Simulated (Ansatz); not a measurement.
# Simulated XPS, UPS and emission spectra of Ca2CO4

Wanted: projected DOS of Ca2CO4, weighted into photoemission and X-ray emission spectra, at several levels of theory.

Program: Ansatz 0.2.0. Level of theory: DFT, PBE, plane-wave PAW, default files, scalar-relativistic, in the first sound run; inputs show where later runs differ. Results are calculated unless marked as measured.

### 1. The structure

Symmetry: Pnma, No. 62, orthorhombic system. The conventional cell has a = 6.261 Å, b = 4.859 Å, c = 8.488 Å, α = 90.00°, β = 90.00°, γ = 90.00°. Ca has 11 O at 2.25 to 2.86 Å and 2 C at 2.63 to 2.82 Å nearest. Ca has 9 O at 2.23 to 2.57 Å nearest. Nearest to O lie 1 C at 1.38 Å and 5 Ca at 2.25 to 2.86 Å. Nearest to O lie 1 C at 1.40 Å and 5 Ca at 2.23 to 2.54 Å. Nearest to O lie 1 C at 1.38 Å and 5 Ca at 2.27 to 2.63 Å. C has 4 O at 1.38 to 1.40 Å nearest. Farther neighbours and most contacts between anions are not listed.

### 2. Self-consistent run, DOS and bands

First the ground state, then the DOS by atom and shell, which the cross sections turn into spectra. The DOS is taken on a denser mesh than the density.

input.yaml

```yaml
crystal:
  lattice:
    - [6.2609, 0.0, 0.0]
    - [0.0, 4.8594, 0.0]
    - [0.0, 0.0, 8.4881]
  atoms:
    - { symbol: Ca, position: [0.85001, 0.75, 0.0924] }
    - { symbol: Ca, position: [0.64999, 0.25, 0.5924] }
    - { symbol: Ca, position: [0.35001, 0.75, 0.4076] }
    - { symbol: Ca, position: [0.14999, 0.25, 0.9076] }
    - { symbol: Ca, position: [0.51041, 0.75, 0.81396] }
    - { symbol: Ca, position: [0.98959, 0.25, 0.31396] }
    - { symbol: Ca, position: [0.01041, 0.75, 0.68604] }
    - { symbol: Ca, position: [0.48959, 0.25, 0.18604] }
    - { symbol: O, position: [0.99007, 0.75, 0.41274] }
    - { symbol: O, position: [0.50993, 0.25, 0.91274] }
    - { symbol: O, position: [0.49007, 0.75, 0.08726] }
    - { symbol: O, position: [0.00993, 0.25, 0.58726] }
    - { symbol: O, position: [0.68841, 0.75, 0.57346] }
    - { symbol: O, position: [0.81159, 0.25, 0.07346] }
    - { symbol: O, position: [0.18841, 0.75, 0.92654] }
    - { symbol: O, position: [0.31159, 0.25, 0.42654] }
    - { symbol: O, position: [0.19081, 0.9824, 0.15297] }
    - { symbol: O, position: [0.30919, 0.0176, 0.65297] }
    - { symbol: O, position: [0.69081, 0.5176, 0.34703] }
    - { symbol: O, position: [0.80919, 0.4824, 0.84703] }
    - { symbol: O, position: [0.80919, 0.0176, 0.84703] }
    - { symbol: O, position: [0.69081, 0.9824, 0.34703] }
    - { symbol: O, position: [0.30919, 0.4824, 0.65297] }
    - { symbol: O, position: [0.19081, 0.5176, 0.15297] }
    - { symbol: C, position: [0.76964, 0.75, 0.41963] }
    - { symbol: C, position: [0.73036, 0.25, 0.91963] }
    - { symbol: C, position: [0.26964, 0.75, 0.08037] }
    - { symbol: C, position: [0.23036, 0.25, 0.58037] }
kpoints:
  mp_grid: { grid: [4, 4, 4] }
  band_path:
    path:
      - [0.0, 0.0, 0.0]
      - [0.5, 0.0, 0.0]
      - [0.5, 0.5, 0.0]
      - [0.0, 0.5, 0.0]
      - [0.0, 0.0, 0.0]
      - [0.0, 0.0, 0.5]
      - [0.5, 0.0, 0.5]
      - [0.5, 0.5, 0.5]
      - [0.0, 0.5, 0.5]
      - [0.0, 0.0, 0.5]
    npoints: 6
scf:
  occupations: { method: fermi_dirac, width: 0.02 }
  n_extra_bands: 40
hamiltonian:
  xc: pbe
  pseudopotentials: { kind: paw }
output:
  forces: true
  stress: true
  dos:
    projected:
      site_lists:
        Ca1: [0, 1, 2, 3]
        Ca5: [4, 5, 6, 7]
        O9: [8, 9, 10, 11]
        O13: [12, 13, 14, 15]
        O17: [16, 17, 18, 19, 20, 21, 22, 23]
        C25: [24, 25, 26, 27]
    de: 0.05
    e_range: [-36, 12]
    nscf_kmesh: { grid: [6, 8, 4] }
  fatbands: true
```

Run with:

```sh
$ ansatz run input.yaml --threads 4 --pin off --max-ram 8192MiB --backend cpu --events-out ev --progress --plain --runs-dir out
```

Numbers of over 12 decimals in the logs are rounded to 6 here.

What it wrote:

```text
scf.n_extra_bands = 40 over 96 filled bands (N_el = 192.0): the run solves 136 bands
Engine: ansatz 0.2.0, x86_64-unknown-linux-gnu
Pseudopotentials: kind: paw
Pseudopotential: Ca, paw, valence charge 10, recommended cutoff 420 eV (normal), Ca.paw.azcp
Pseudopotential: O, paw, valence charge 6, recommended cutoff 420 eV (normal), O.paw.azcp
Pseudopotential: C, paw, valence charge 4, recommended cutoff 420 eV (normal), C.paw.azcp
Functional definition: PBE
  parameter kappa = 0.804
  parameter beta = 0.066725
  exchange = pbe_x(kappa = kappa, mu = beta*pi^2/3)
  correlation = pbe_c(beta = beta)
Crystal: 28 atoms, lattice volume = 258.244 Å³
Basis set: ecut = 420 eV, 5065 PW (Γ), exchange–correlation on 90×72×120 points (8 copies of the dense FFT grid, shifted against one another)
Bands: 136, of which v1, the nominal top of the filled ones, is band 96 counted from 1 (95 counted from 0)
Symmetry: 8 space group operations
Space group: Pnma (ITA 62), of the structure as read, at distance tolerance 6.4e-5 Å
k-points: 27 of 64
Non-local potential: Ca, projectors of the file, l = 0: 3, l = 1: 2, l = 2: 2
Non-local potential: O, projectors of the file, l = 0: 2, l = 1: 2, l = 2: 1
Non-local potential: C, projectors of the file, l = 0: 2, l = 1: 2, l = 2: 1
PAW form: soft (Blöchl's): semilocal exchange-correlation on the pseudo side does not see the compensation charge
PAW one-centre angular grid: Ca, 110 points (default); XC on 64 Gauss nodes
PAW one-centre angular grid: O, 110 points (default); XC on 64 Gauss nodes
PAW one-centre angular grid: C, 110 points (default); XC on 64 Gauss nodes
Initial density: superposition of atomic densities (neutral atoms: chi_scale 0, normalization atom), corrected by the library's trained network
Initial wavefunctions: pseudopotential atomic-orbital guess
Functional: x = pbe(κ = 0.804, μ = 0.219515), c = pbe(β = 0.066725)
SCF iter   1: F=—  HF=-24640.954206 eV  |F-HF|=—  |Δ(HF+E_count)|=         —  Δρ=3.77e-3  dr2=3.04e-2  ethr=1.77e-3  ⟨swp⟩=9.7  Hψ=18230  notcnv=0  defer=417
preconditioner: auto → Resta (q_TF=auto, 2.597 Å⁻¹)  ε∞=3.7  [insulator: Δε(μ)=5.625 eV  Ē_g=18.560 eV  σ=0.020 eV  W_gap=1.00  n_scr=78 (ndim 8)  ℏωp=30.7 eV  f_vac=0.000  D(μ)=0.00/eV (n_scr^D=0)  ε∞_Penn≈3.7]
SCF iter   2: F=—  HF=-24640.950544 eV  |F-HF|=—  |Δ(HF+E_count)|=   3.66e-3  Δρ=1.79e-3  dr2=6.30e-3  ethr=1.58e-5  ⟨swp⟩=2.0  Hψ=6061  notcnv=0  defer=902
SCF iter   3: F=—  HF=-24640.950630 eV  |F-HF|=—  |Δ(HF+E_count)|=   8.59e-5  Δρ=6.18e-4  dr2=1.13e-3  ethr=3.28e-6  ⟨swp⟩=2.0  Hψ=5321  notcnv=0  defer=902
SCF iter   4: F=—  HF=-24640.950509 eV  |F-HF|=—  |Δ(HF+E_count)|=   1.21e-4  Δρ=1.74e-4  dr2=6.63e-5  ethr=5.89e-7  ⟨swp⟩=2.0  Hψ=4325  notcnv=0  defer=902
SCF iter   5: F=—  HF=-24640.949599 eV  |F-HF|=—  |Δ(HF+E_count)|=   9.11e-4  Δρ=6.14e-5  dr2=5.84e-6  ethr=3.45e-8  ⟨swp⟩=2.0  Hψ=5154  notcnv=0  defer=902
SCF iter   6: F=—  HF=-24640.949599 eV  |F-HF|=—  |Δ(HF+E_count)|=   8.84e-7  Δρ=2.35e-5  dr2=6.87e-7  ethr=3.04e-9  ⟨swp⟩=2.2  Hψ=4412  notcnv=0  defer=902
SCF iter   7: F=—  HF=-24640.949600 eV  |F-HF|=—  |Δ(HF+E_count)|=   3.74e-7  Δρ=1.27e-5  dr2=3.19e-7  ethr=5.21e-11  ⟨swp⟩=13.8  Hψ=21934  notcnv=0
SCF iter   8: F=-24640.949600 eV  HF=-24640.949600 eV  |F-HF|=4.66e-10  |Δ(HF+E_count)|=   6.27e-8  Δρ=2.02e-6  dr2=6.59e-9  ethr=5.21e-11  ⟨swp⟩=3.0  Hψ=11601  notcnv=0
SCF 1 converged in 8 iterations: F = -24640.949600 eV  dr2 = 6.59e-9
  greatest PAW one-centre occupation: 0.996 electrons in one spin orbital (limit 2), on the Ca atom at site 6 (counted from 0), in its partial waves of l = 0
NSCF: frozen V_eff on 55 k-points
NSCF: frozen V_eff on 60 k-points
SCF converged after 8 iterations
Free energy (F): -24640.949600 eV
Harris-Foulkes:  -24640.949600 eV  (|F-HF|=4.66e-10)
Internal energy: -24640.949600 eV  (E = F + TS)
E sigma→0 (E₀):  -24640.949600 eV
Fermi energy:    13.038858 eV
--- Per-component energies (eV) ---
  E_band       = -499.490072
  E_kinetic    = 5490.547294
  E_local      = -9038.089657  (includes V_loc(G=0)·N_el)
  E_nonlocal   = 1387.070097
  E_hartree    = 2973.558490
  E_xc         = -2503.930053
  E_vxc        = -3160.055500  (∫ρ·V_xc dr)
  E_paw        = -9803.179929  (= ΣΔE_a)
  E_vpaw       = -1126.120934  (= ΣTr[D̂ρ^β])
  E_aug_tail   = 0.040033  (compensation charges beyond the density's cutoff)
  E_ewald      = -13146.965876
  E_smearing   = -0.000000  (= −TS)
  E_closure    = 0.000000  (closes the sum)
  Σ components = -24640.949600   (vs F -24640.949600, Δ=0.00e0)
--- Forces (eV/Å), atoms counted from 1 ---
  atom   1  Ca     0.00098207     0.00000000    -0.01247640
  atom   2  Ca    -0.00098207     0.00000000    -0.01247640
  atom   3  Ca     0.00098207     0.00000000     0.01247640
  atom   4  Ca    -0.00098207     0.00000000     0.01247640
  atom   5  Ca    -0.01154415     0.00000000     0.03117010
  atom   6  Ca     0.01154415     0.00000000     0.03117010
  atom   7  Ca    -0.01154415     0.00000000    -0.03117010
  atom   8  Ca     0.01154415     0.00000000    -0.03117010
  atom   9  O     -0.09734614     0.00000000     0.02324694
  atom  10  O      0.09734614     0.00000000     0.02324694
  atom  11  O     -0.09734614    -0.00000000    -0.02324694
  atom  12  O      0.09734614     0.00000000    -0.02324694
  atom  13  O      0.05755836     0.00000000    -0.06777024
  atom  14  O     -0.05755836     0.00000000    -0.06777024
  atom  15  O      0.05755836    -0.00000000     0.06777024
  atom  16  O     -0.05755836     0.00000000     0.06777024
  atom  17  O      0.04259459    -0.07437699    -0.04741868
  atom  18  O     -0.04259459     0.07437699    -0.04741868
  atom  19  O      0.04259459     0.07437699     0.04741868
  atom  20  O     -0.04259459    -0.07437699     0.04741868
  atom  21  O     -0.04259459     0.07437699     0.04741868
  atom  22  O      0.04259459    -0.07437699     0.04741868
  atom  23  O     -0.04259459    -0.07437699    -0.04741868
  atom  24  O      0.04259459     0.07437699    -0.04741868
  atom  25  C     -0.00548460    -0.00000000    -0.01269952
  atom  26  C      0.00548460    -0.00000000    -0.01269952
  atom  27  C     -0.00548460    -0.00000000     0.01269952
  atom  28  C      0.00548460    -0.00000000     0.01269952
  max |Σ_I F_I| component: 2.60e-18 eV/Å
--- Stress (GPa, compression-positive) ---
       23.323275       0.000000       0.000000
        0.000000      23.637812       0.000000
        0.000000       0.000000      23.645601
  P = ⅓ Tr σ = 23.5356 GPa (235.356 kbar)
--- Band table (eV; the first three rows and the last of 27) ---
  k-point 0: bands = [... 92 lower, 9.9667, 9.9961, 10.1801, 10.2232, 15.8406, 16.1496, 16.2915, 16.3002, ... 36 higher]
  k-point 1: bands = [... 92 lower, 9.8895, 9.9011, 10.0883, 10.1852, 16.0353, 16.1619, 16.2822, 16.3977, ... 36 higher]
  k-point 2: bands = [... 92 lower, 9.7589, 9.7589, 10.0865, 10.0865, 16.1940, 16.1940, 16.4330, 16.4330, ... 36 higher]
  k-point 26: bands = [... 92 lower, 9.6739, 9.6739, 9.6739, 9.6739, 16.6016, 16.6016, 16.6016, 16.6016, ... 36 higher]
```

Elapsed: 70 s, on 4 threads of AMD EPYC 7B13 (Zen 3), shared host; peak memory 1.7 GiB.

Reading the cycles: dr2 is the Hartree energy of the density residual (eV), the measure of convergence; HF is the Harris–Foulkes estimate of the energy, which meets the free energy F at convergence.

This step gave:

```
free energy                                    : -24640.9496 eV
Fermi energy                                   : 13.04 eV
symmetry operations                            : 8
pressure                                       : 23.54 GPa
gap on the k-mesh                              : 5.617 eV
zero of energy                                 : valence-band maximum
share of occupied states in no projected shell : 0.0152 of the occupied states in the window
gap on the path                                : 5.617 eV
least direct gap on the path                   : 5.617 eV
valence top on path                            : 8.00e-4 eV
```

The electronic bands at the labelled points (eV, zero at the valence-band maximum; v1 is the highest filled band, c1 the lowest empty one):

```tsv
point	v4	v3	v2	v1	c1	c2
Γ	-0.26	-0.23	-0.04	0.00	5.62	5.93
halfway	-0.39	-0.24	-0.20	-0.03	5.72	6.03
X	-0.57	-0.57	-0.11	-0.11	6.08	6.08
halfway	-0.65	-0.65	-0.40	-0.40	6.12	6.12
S	-0.67	-0.67	-0.67	-0.67	6.46	6.46
halfway	-0.55	-0.55	-0.46	-0.46	6.43	6.43
Y	-0.38	-0.38	-0.33	-0.33	6.47	6.47
halfway	-0.62	-0.27	-0.27	-0.17	5.93	6.14
Γ	-0.26	-0.23	-0.04	0.00	5.62	5.93
halfway	-0.33	-0.32	-0.14	-0.04	5.81	5.94
Z	-0.46	-0.46	-0.14	-0.14	5.97	5.97
halfway	-0.50	-0.50	-0.26	-0.26	6.17	6.17
U	-0.49	-0.49	-0.41	-0.41	6.28	6.28
halfway	-0.58	-0.58	-0.53	-0.53	6.31	6.31
R	-0.55	-0.55	-0.55	-0.55	6.38	6.38
halfway	-0.54	-0.54	-0.28	-0.28	6.31	6.31
T	-0.51	-0.51	-0.12	-0.12	6.32	6.32
halfway	-0.42	-0.42	-0.22	-0.22	6.12	6.12
Z	-0.46	-0.46	-0.14	-0.14	5.97	5.97
```

Of the projections kept (Ca s, O s, O p, C s, C p, not projected), the largest for each band there; the rest of the weight can lie on other orbitals:

```tsv
point	v4	v3	v2	v1	c1	c2
Γ	O p 0.99	O p 0.98	O p 0.99	O p 0.99	not projected 0.97	not projected 0.98
X	O p 0.96	O p 0.96	O p 0.99	O p 0.99	not projected 0.82	not projected 0.82
S	O p 0.96	O p 0.96	O p 0.96	O p 0.96	not projected 0.89	not projected 0.89
Y	O p 0.97	O p 0.97	O p 0.98	O p 0.98	not projected 0.94	not projected 0.94
Γ	O p 0.99	O p 0.98	O p 0.99	O p 0.99	not projected 0.97	not projected 0.98
Z	O p 0.97	O p 0.97	O p 0.98	O p 0.98	not projected 0.94	not projected 0.94
```

The DOS has structure finer than the step of the table below, so its rows give means over 1 eV, whole bins alone (the curve runs from -23.9 to 8.89 eV). Peaks (eV: height): total -22.3: 44.0, -19.1: 36.0, -18.8: 35.9, -6.3: 33.8; O 2p -6.3: 21.7, -2.0: 25.5, -1.0: 23.3, -0.6: 25.5; O 2s -22.3: 21.1, -17.5: 12.9, -16.9: 8.99, -8.2: 5.84; C 2p -6.8: 3.66, -6.3: 6.25, -6.1: 4.75, -5.9: 5.09; Ca 3d* 6.3: 17.5, 6.8: 19.2, 7.7: 25.4, 8.2: 21.7.

* holds the states left over by the projection beside any projected weight of its own. Table of DOS by E, zero at the valence-band maximum; means over each step; 7 of 9 lines; values in states/eV/cell:

```tsv
E (eV)	total	O 2p	O 2s	C 2p	Ca 3d*	Ca 4s	Ca 4p
-23	0.112	0.0104	0.0537	1.2e-4	0	0.00649	0
-22	7.89	0.755	3.77	0.0150	0	0.557	0
-21	0	0	0	0	0	0	0
-20	15.2	0.310	2.94	1.03	0	0.207	0
-19	28.8	0.585	2.86	0.819	0	0.0883	0
-18	14.1	0.321	5.77	1.61	0	0.103	0
-17	13.9	0.345	6.61	1.82	0	0.0579	0
-16	0	0	0	0	0	0	0
-15	0	0	0	0	0	0	0
-14	0	0	0	0	0	0	0
-13	0	0	0	0	0	0	0
-12	0	0	0	0	0	0	0
-11	0	0	0	0	0	0	0
-10	0	0	0	0	0	0	0
-9	1.80	0.944	0.386	0.00878	0.0136	0.163	0.0428
-8	6.20	3.24	1.82	0.0335	0.0926	0.215	0.123
-7	7.93	5.17	0.852	1.45	0.135	0.196	0.120
-6	16.1	10.3	2.07	3.06	0.288	0.136	0.229
-5	0	0	0	0	0	0	0
-4	4.53	4.09	0.0339	0.0151	0.132	0.209	0.0431
-3	15.5	14.2	0.144	0.0375	0.461	0.460	0.202
-2	17.3	16.2	0.0941	0.0300	0.673	0.169	0.180
-1	21.1	20.1	0.0708	0.0466	0.747	0.0432	0.0952
0	5.53	5.37	0.00848	0.00489	0.129	0.00348	0.0116
1	0	0	0	0	0	0	0
2	0	0	0	0	0	0	0
3	0	0	0	0	0	0	0
4	0	0	0	0	0	0	0
5	0	0	0	0	0	0	0
6	8.14	0.236	0.0829	0.200	7.39	0.200	0.00278
7	18.7	0.734	0.255	0.680	16.1	0.875	0.00882
8	22.4	0.726	0.370	0.615	19.4	1.05	0.0105
```

Sums over each group's atoms; a table of it gives point samples, which can step over narrow peaks. DOS of the group against E, zero at the valence-band maximum; 7 of 14 lines; values in states/eV:

```tsv
E (eV)	O17: O 2p	O13: O 2p	O9: O 2p	C25: C 2p	O17: O 2s	O9: O 2s	O13: O 2s
-21	0	0	0	0	0	0	0
-20	0.211	0.129	0.0490	1.65	2.25	1.24	1.15
-19	0.212	0.128	0.138	0.932	2.20	0.387	0.808
-18	0.0597	0.0258	0.0348	0.986	1.71	0.976	0.848
-17	0.213	0.128	0.0613	1.95	3.58	1.25	2.24
-16	0	0	0	0	0	0	0
-15	0	0	0	0	0	0	0
-14	0	0	0	0	0	0	0
-13	0	0	0	0	0	0	0
-12	0	0	0	0	0	0	0
-11	0	0	0	0	0	0	0
-10	0	0	0	0	0	0	0
-9	0.436	0.197	0.123	0.00643	0.139	0.0583	0.0619
-8	1.86	1.13	0.954	0.0391	1.21	0.574	0.606
-7	2.49	1.46	0.865	1.36	0.303	0.143	0.256
-6	7.38	2.75	2.57	3.90	1.79	0.428	0.450
-5	0	0	0	0	0	0	0
-4	0.356	0.155	0.158	0.00308	0.00172	0.00140	0.00103
-3	4.61	2.27	2.06	0.0250	0.0578	0.0217	0.0252
-2	8.63	5.82	4.96	0.0324	0.0348	0.0322	0.0167
-1	11.4	4.32	5.91	0.0599	0.0453	0.0104	0.0212
0	0.748	0.273	0.413	5.4e-4	5.0e-4	8.3e-5	2.0e-4
1	0	0	0	0	0	0	0
2	0	0	0	0	0	0	0
3	0	0	0	0	0	0	0
4	0	0	0	0	0	0	0
5	0	0	0	0	0	0	0
6	0.0868	0.0335	0.0369	0.149	0.0342	0.0178	0.00993
7	0.412	0.146	0.181	0.663	0.0940	0.0782	0.0708
8	0.376	0.186	0.124	0.546	0.115	0.129	0.0740
```

Simulated valence spectra by photon energy, shown to 13 eV, since a deeper line would dwarf them at some energies; the 100 % can be that line's tail at the edge; this run's widths, added to any smearing of the DOS itself: Gaussian 0.6 eV, Lorentzian 0.2 eV plus 0.03 an eV of depth. Table of intensity by binding energy, zero at the valence-band maximum; values in % of the maximum within 13 eV:

```tsv
binding energy (eV)	21.2 eV	100 eV	1486.7 eV	2984.3 eV	9251.7 eV
-1.0	2.57	2.68	2.25	1.84	1.35
-0.5	5.87	5.99	3.84	2.84	1.82
0.0	29.3	29.4	14.6	9.36	4.56
0.5	82.1	82.3	39.2	24.4	11.2
1.0	99.8	99.8	48.0	30.2	14.5
1.5	91.3	91.2	44.9	28.9	15.0
2.0	86.5	86.6	44.0	29.4	17.2
2.5	73.0	73.5	40.4	29.0	20.4
3.0	66.0	66.6	37.9	28.1	21.4
3.5	57.1	57.6	33.5	25.4	20.4
4.0	22.7	23.0	15.2	12.2	10.3
4.5	7.37	7.60	7.81	7.11	6.41
5.0	7.19	7.39	10.2	9.90	9.45
5.5	19.8	19.8	29.1	29.0	28.7
6.0	58.4	57.6	83.4	83.5	83.3
6.5	67.7	66.6	94.1	94.0	94.2
7.0	35.7	35.5	51.0	51.1	51.4
7.5	13.5	15.6	31.5	32.8	33.8
8.0	17.3	25.2	67.8	72.9	77.2
8.5	16.8	25.0	68.3	73.7	78.5
9.0	7.45	10.9	29.4	31.6	33.4
9.5	2.80	4.15	12.3	13.0	13.0
10.0	1.44	2.30	8.12	8.39	7.93
10.5	0.967	1.74	7.21	7.38	6.71
11.0	0.723	1.50	7.21	7.34	6.52
11.5	-	1.41	7.67	7.79	6.81
12.0	-	1.41	8.49	8.61	7.46
12.5	-	1.48	9.68	9.82	8.46
```

Maxima picked by a test of local sharpness, so broad peaks and shoulders can be missing; peaks within 0.45 eV of a curve's cut are left out. Valence peaks, by row:

```tsv
photon energy (eV)	binding energy (eV)	height (% of the maximum within 13 eV)	main shell	its share (%)
21.2	8.233	19.55	O 2p	89.86
21.2	6.333	71.38	O 2p	75.62
21.2	0.9332	100	O 2p	95.52
100	22.28	21.92	O 2s	51.68
100	19.03	83.5	Ca 3p	79.09
100	17.58	62.08	O 2s	50.77
100	8.233	29.13	O 2p	61.05
100	6.333	70.28	O 2p	77.69
100	0.9332	100	O 2p	96.6
1487	22.28	140.6	O 2s	58.41
1487	19.03	793.4	Ca 3p	87.26
1487	17.63	502.1	Ca 3p	54.68
1487	8.233	79.74	O 2s	75.61
1487	6.333	100	O 2s	70.65
1487	0.9832	48.04	O 2p	89.57
2984	22.28	151.8	O 2s	61.81
2984	19.03	777.2	Ca 3p	85.22
2984	17.58	522.2	O 2s	49.98
2984	8.233	86.09	O 2s	80.04
2984	6.333	100	O 2s	80.74
2984	2.633	29.15	O 2p	61.5
2984	1.883	29.62	O 2p	75.21
2984	1.033	30.24	O 2p	82.6
9252	22.28	152.2	O 2s	67.8
9252	19.03	597.2	Ca 3p	78.84
9252	17.53	473.9	O 2s	61.17
9252	8.233	91.49	O 2s	82.84
9252	6.333	100	O 2s	88.8
```

The intensity has structure finer than the step of the table below, so its rows give means over 1 eV, whole bins alone (the curve runs from -23.9 to 1.39 eV). Peaks (eV: height): O K -6.3: 58.4, -0.9: 100.0; O K, E along x -6.3: 63.0, -1.8: 103; O K, E along y -6.2: 56.1, -0.9: 110; O K, E along z -6.3: 56.7, -1.0: 116; C K -17.5: 59.2, -6.3: 99.9.

Shapes are the site's partial DOS without matrix elements, which overweights lines from ligand s bands. Intensity against emission energy less the core level's binding energy, zero at the valence-band maximum; means over each step; 7 of 8 lines; values in % of the unpolarised maximum:

```tsv
emission energy less the core level's binding energy (eV)	O K	O K, E along x	O K, E along y	O K, E along z	C K	C K, E along x	C K, E along y
-23	1.21	1.19	1.25	1.19	0.977	1.16	0.922
-22	1.93	1.91	1.99	1.90	1.82	2.10	1.76
-21	0.705	0.749	0.701	0.665	5.32	5.05	5.84
-20	1.54	1.85	1.43	1.33	21.5	21.1	22.9
-19	2.30	2.84	2.03	2.03	24.1	23.4	25.6
-18	1.89	2.18	1.74	1.75	41.1	49.0	41.9
-17	1.52	1.41	1.56	1.58	41.5	41.9	39.6
-16	0.444	0.403	0.458	0.470	7.41	6.71	6.73
-15	0.261	0.263	0.261	0.260	2.18	2.18	2.09
-14	0.254	0.258	0.253	0.250	1.15	1.17	1.13
-13	0.294	0.298	0.295	0.290	0.778	0.793	0.765
-12	0.385	0.388	0.389	0.379	0.627	0.634	0.618
-11	0.582	0.578	0.593	0.573	0.605	0.603	0.596
-10	1.22	1.17	1.29	1.21	0.737	0.720	0.726
-9	7.34	6.75	8.01	7.26	1.48	1.38	1.54
-8	14.6	14.4	14.8	14.7	4.16	3.56	4.12
-7	29.0	30.1	27.9	29.0	44.7	42.0	42.4
-6	42.0	43.2	42.9	39.9	71.0	69.6	70.3
-5	6.29	6.34	6.61	5.91	5.90	5.13	6.42
-4	24.8	27.1	24.1	23.2	1.69	1.83	1.51
-3	65.2	72.6	62.6	60.4	1.60	1.75	1.38
-2	81.8	90.7	76.2	78.6	1.30	1.53	1.20
-1	94.4	77.0	98.7	107	1.47	0.938	1.40
0	33.3	27.6	37.1	35.1	0.409	0.287	0.425
```

Sums over each group's atoms; left-over states aren't shared out by site. Site centres, by row:

```tsv
group	element	shell	occupied states	centre of occupied part (eV)	centre up to the window's top (eV)
Ca1	Ca	4s	1.275	-10.71	-0.641
Ca1	Ca	3p	23.54	-19.3	-19.3
Ca1	Ca	4p	0.3885	-4.448	-4.012
Ca5	Ca	4s	1.34	-11.57	-2.832
Ca5	Ca	3p	23.27	-18.54	-18.54
Ca5	Ca	4p	0.6581	-4.749	-4.47
O9	O	2s	6.849	-16.3	-15.24
O9	O	2p	20.45	-3.352	-3.101
O13	O	2s	6.902	-16.53	-15.58
O13	O	2p	20.52	-3.602	-3.297
O17	O	2s	13.74	-16.47	-15.75
O17	O	2p	40.92	-3.597	-3.307
C25	C	2s	3.371	-18.02	-15.08
C25	C	2p	9.983	-12.58	-9.383
```

Broadened DOS, unweighted empty DOS against E, zero at the valence-band maximum; read off at these points:

```tsv
E (eV)	broadened DOS, unweighted empty DOS (states/eV/cell)
4.5	0
5.0	0.00512
5.5	0.591
6.0	7.61
6.5	16.5
7.0	18.9
7.5	22.1
8.0	22.2
```

The spectra weight each projected shell by its atomic cross section (Dirac–Hartree–Slater) and angular factor, for unpolarised light with the analyser at 54.7° from the beam. Broadening, on top of any smearing of the DOS itself: a Gaussian of 0.6 eV and a Lorentzian of 0.2 eV plus 0.03 times the binding energy (full widths), Fermi edge at 300 K. Curves are cut 10 eV under the photon energy, above any shell that the free atom's threshold puts out of reach, or at the lower edge of the window: 11.2 eV at 21.2 eV, 23.9 eV at 100 eV, 23.9 eV at 1486.7 eV, 23.9 eV at 2984.3 eV and 23.9 eV at 9251.7 eV. A star in tables and legends marks shells that hold the states left over by the projection (1.5 % of the filled ones), a stand-in for orbitals that the files don't project on. Dipole terms alone, which is rough above 3 keV; no background, satellites or final-state effects.

(Continued in part 2 of 3.)

[Logs are printed without paths, hosts, clocks, repeated set-up lines and the standing remarks that a program may print on its own settings, such as how far it seeks lower states.]

[Hosts, paths, dates, database ids (printed as entryN), source tags and the programs' standing remarks are cut or masked in the printed files.]

[Maps of the electrostatic potential energy from Ansatz leave out the sawtooth potential of an applied field or a dipole correction, so their vacuum need not be flat; work functions include it.]

[Peak lists hold at most the 14 tallest peaks of each spectrum; further lines can be left out.]
